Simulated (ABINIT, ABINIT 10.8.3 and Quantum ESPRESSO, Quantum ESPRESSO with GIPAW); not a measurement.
**LiH in space group Fm-3m: GIPAW and the converse approach side by side**

How well do two plane-wave methods agree on the shieldings of LiH in space group Fm-3m?

Method: DFT, plane-wave PAW; levels as the steps name them, in ABINIT 10.8.3 and Quantum ESPRESSO with GIPAW.

The database entry behind the starting cell differs from later determinations by our own check (the deuteride, about 0.2 % short), so it need not match the best structure at ambient conditions.

**1. Starting point**

Symmetry: Fm-3m, No. 225, cubic system. Conventional cell: a = 4.074 Å, b = 4.074 Å, c = 4.074 Å, α = 90.00°, β = 90.00°, γ = 90.00°. Nearest to Li lie 6 H at 2.04 Å. Nearest to H lie 6 Li at 2.04 Å. Farther neighbours are not listed.

Structure file:

```cif
data_structure
_symmetry_space_group_name_H-M 'Fm-3m'
_symmetry_Int_Tables_number 225
_cell_length_a 4.0735
_cell_length_b 4.0735
_cell_length_c 4.0735
_cell_angle_alpha 90.000
_cell_angle_beta 90.000
_cell_angle_gamma 90.000
_cell_volume 67.59
loop_
_atom_site_label
_atom_site_type_symbol
_atom_site_symmetry_multiplicity
_atom_site_Wyckoff_symbol
_atom_site_fract_x
_atom_site_fract_y
_atom_site_fract_z
_atom_site_occupancy
Li1 Li 4 a 0.00000 0.00000 0.00000 1
H1 H 4 b 0.50000 0.00000 0.00000 1
```

**2. GIPAW: ground state**

The first road is linear response to a uniform field, which keeps the symmetry and yields every site at once.

A patched development version of Quantum ESPRESSO; PAW files made with ld1.x from the pslibrary 1.0.0 recipes.

Input file scf.in:

```
&control
  calculation = 'scf'
  prefix = 'x'
  outdir = './tmp/'
  pseudo_dir = './'
/
&system
  ibrav = 0
  nat = 2
  ntyp = 2
  ecutwfc = 55
  ecutrho = 330
  nbnd = 4
/
&electrons
  conv_thr = 1.0d-10
  mixing_beta = 0.7
  electron_maxstep = 100
/
ATOMIC_SPECIES
  Li 6.940 Li.pbe-sl-kjpaw_psl.1.0.0-gipaw.UPF
  H 1.008 H.pbe-kjpaw_psl.1.0.0-gipaw.UPF
CELL_PARAMETERS angstrom
  0.00000000 2.03675000 2.03675000
  2.03675000 0.00000000 2.03675000
  2.03675000 2.03675000 0.00000000
ATOMIC_POSITIONS crystal
  Li 0.00000000 0.00000000 0.00000000
  H 0.50000000 0.50000000 0.50000000
K_POINTS automatic
  7 7 7 0 0 0
```

Launch:

```
mpirun -np 4 pw.x -nk 4 -in scf.in > scf.out
```

Numbers of over 12 decimals in the logs are rounded to 6 here.

Output:

```text
using ibrav=0 with symmetry is DISCOURAGED, use correct ibrav instead

     bravais-lattice index     =            0
     lattice parameter (alat)  =       5.4432  a.u.
     unit-cell volume          =     114.0354 (a.u.)^3
     number of atoms/cell      =            2
     number of atomic types    =            2
     number of electrons       =         4.00
     number of Kohn-Sham states=            4
     kinetic-energy cutoff     =      55.0000  Ry
     charge density cutoff     =     330.0000  Ry
     scf convergence threshold =      1.0E-10
     mixing beta               =       0.7000
     number of iterations used =            8  plain     mixing
     Exchange-correlation= SLA-PW-PBX-PBC
                           (   1   4   3   4   0   0   0)
[...]
Li                3.00     6.94000     Li( 1.00)
     H                 1.00     1.00800     H ( 1.00)

     48 Sym. Ops., with inversion, found
[...]
number of k points=    20
[...]
Dense  grid:    11575 G-vectors     FFT dimensions: (  32,  32,  32)

     Smooth grid:     6231 G-vectors     FFT dimensions: (  25,  25,  25)

     Initial potential from superposition of free atoms

     starting charge       3.9954, renormalised to       4.0000
     Starting wfcs are    6 randomized atomic wfcs

     Self-consistent Calculation

     iteration #  1     ecut=    55.00 Ry     beta= 0.70
     Davidson diagonalization with overlap
     ethr =  1.00E-02,  avg # of iterations =  2.6

     total energy              =     -16.26369821 Ry
     estimated scf accuracy    <       0.05311430 Ry

     iteration #  2     ecut=    55.00 Ry     beta= 0.70
     Davidson diagonalization with overlap
     ethr =  1.33E-03,  avg # of iterations =  1.9

     total energy              =     -16.27076507 Ry
     estimated scf accuracy    <       0.00014919 Ry

     iteration #  3     ecut=    55.00 Ry     beta= 0.70
     Davidson diagonalization with overlap
     ethr =  3.73E-06,  avg # of iterations =  6.5

     total energy              =     -16.27140710 Ry
     estimated scf accuracy    <       0.00003766 Ry

     iteration #  4     ecut=    55.00 Ry     beta= 0.70
     Davidson diagonalization with overlap
     ethr =  9.42E-07,  avg # of iterations =  1.1

     total energy              =     -16.27141356 Ry
     estimated scf accuracy    <       0.00000323 Ry

     iteration #  5     ecut=    55.00 Ry     beta= 0.70
     Davidson diagonalization with overlap
     ethr =  8.06E-08,  avg # of iterations =  3.3

     total energy              =     -16.27141497 Ry
     estimated scf accuracy    <       0.00000034 Ry

     iteration #  6     ecut=    55.00 Ry     beta= 0.70
     Davidson diagonalization with overlap
     ethr =  8.55E-09,  avg # of iterations =  1.8

     total energy              =     -16.27141501 Ry
     estimated scf accuracy    <          1.7E-09 Ry

     iteration #  7     ecut=    55.00 Ry     beta= 0.70
     Davidson diagonalization with overlap
     ethr =  4.21E-11,  avg # of iterations =  4.5

     The highest empty levels of an scf can be off by 1 eV or more

     End of self-consistent calculation
     [one-electron energies left out]

     highest occupied, lowest unoccupied level (ev):     0.2458    3.7365

!    total energy              =     -16.27141502 Ry
     total all-electron energy =       -16.271418 Ry
     estimated scf accuracy    <          5.5E-11 Ry

     The total energy is the sum of the following terms:
     one-electron contribution =      -8.96934407 Ry
     hartree contribution      =       3.77520171 Ry
     xc contribution           =      -4.36066390 Ry
     ewald contribution        =      -6.80545381 Ry
     one-center paw contrib.   =       0.08884505 Ry

     convergence has been achieved in   7 iterations
[...]
JOB DONE.
```

The job ended after 1.2 s (4 MPI ranks of Arm Neoverse V2, shared host; peak memory 0.19 GiB; 4.5 s of CPU time).

**3. GIPAW: response**

Input file nmr.in:

```
&inputgipaw
  job = 'nmr'
  prefix = 'x'
  tmp_dir = './tmp/'
  restart_mode = 'from_scratch'
  verbosity = 'low'
  q_gipaw = 0.01
  spline_ps = .true.
  conv_threshold = 1.0d-14
  use_nmr_macroscopic_shape = .false.
  pawproj(1) = .true.
  pawproj(2) = .true.
/
```

Launch:

```
mpirun -np 4 gipaw.x -in nmr.in > nmr.out
```

Output:

```text
[banner, memory and clock lines left out]
[a note of our patched build left out]

     Parallelizing q-star over 1 images

     IMPORTANT: XC functional enforced from input :
     Exchange-correlation= PBE
                           (   1   4   3   4   0   0   0)
     Any further DFT definition will be discarded
     Please, verify this is what you really want

[...]
projs nearly linearly dependent: l=0  n1,n2= 1, 2  s=  0.99968852
[...]
alpha_pv=     88.4203 eV

     spline_ps is .false., expect some extrapolation errors

     q-space interpolation up to    66.00 Rydberg

     GIPAW job: nmr
     NMR macroscopic correction: no
[...]
Computing the magnetic susceptibility     isolve=0    ethr=  0.1000E-13
     Starting from scratch
     k-point #    1 of    20      pool #  1    cpu time:       0.2
[...]
ATTENTION: ik=  11  ibnd=  3  eigenvalues differ too much!
         9.2221      9.0040
     ATTENTION: ik=  11  ibnd=  3  eigenvalues differ too much!
         9.2221      9.4399
[...]
End of magnetic susceptibility calculation

     f-sum rule (1st term):
            -2.8589         -0.0000         -0.0000
            -0.0000         -2.8589          0.0000
            -0.0000         -0.0000         -2.8589

     f-sum rule (2nd term):
             0.0225          0.0000         -0.0000
            -0.0000          0.0225          0.0000
            -0.0000         -0.0000          0.0225

     f-sum rule (should be    -2.8326):
            -2.8364         -0.0000         -0.0000
            -0.0000         -2.8364          0.0000
            -0.0000         -0.0000         -2.8364

[... susceptibilities left out ...]
     Contributions to the NMR chemical shifts: -------------------------------

     Macroscopic shape contribution in ppm:                    0.00
             0.0000          0.0000          0.0000
             0.0000          0.0000          0.0000
             0.0000          0.0000          0.0000

     Core contribution in ppm:

     Atom  1  Li  pos: (  0.000000  0.000000  0.000000)  core sigma:           0.00
     Atom  2  H   pos: (  0.707107  0.707107  0.707107)  core sigma:           0.00

     Bare contribution in ppm:

     Atom  1  Li  pos: (  0.000000  0.000000  0.000000)  bare sigma:          16.55
[...]
Atom  2  H   pos: (  0.707107  0.707107  0.707107)  bare sigma:          21.90
[...]
Diamagnetic contribution in ppm:

     Atom  1  Li  pos: (  0.000000  0.000000  0.000000)  dia sigma:          70.45
[...]
Atom  2  H   pos: (  0.707107  0.707107  0.707107)  dia sigma:           0.98
[...]
Paramagnetic contribution in ppm:

     Atom  1  Li  pos: (  0.000000  0.000000  0.000000)  para sigma:          -1.82
[...]
Atom  2  H   pos: (  0.707107  0.707107  0.707107)  para sigma:           0.00
[...]
Paramagnetic US occ-occ contribution in ppm:

     Atom  1  Li  pos: (  0.000000  0.000000  0.000000)  para_oo sigma:          -0.00
[...]
Atom  2  H   pos: (  0.707107  0.707107  0.707107)  para_oo sigma:           0.00
[...]
Paramagnetic US L_R Q_R contribution in ppm:

     Atom  1  Li  pos: (  0.000000  0.000000  0.000000)  para_lq sigma:          -0.16
[...]
Atom  2  H   pos: (  0.707107  0.707107  0.707107)  para_lq sigma:           0.00
[...]
Total NMR chemical shifts in ppm: ---------------------------------------
     (adopting the Simpson convention for anisotropy and asymmetry)-----------

     Atom  1  Li  pos: (  0.000000  0.000000  0.000000)  Total sigma:          85.02
[...]
Li      1    anisotropy:      0.00    eta:    0.0000
[...]
Atom  2  H   pos: (  0.707107  0.707107  0.707107)  Total sigma:          22.88
[...]
H       2    anisotropy:      0.00    eta:    0.0000
[...]
```

Wall time 5.6 s (4 MPI ranks); peak memory 0.18 GiB; 22 s of CPU time.

[end of part 1 of 2]

[Banner, clock, file and dataset-listing lines were taken out of the logs.]

[Logs are printed without paths, hosts, clocks, repeated set-up lines and the standing remarks that a program may print on its own settings, such as how far it seeks lower states.]

[Hosts, paths, dates, database ids (printed as entryN), source tags and the programs' standing remarks are cut or masked in the printed files.]
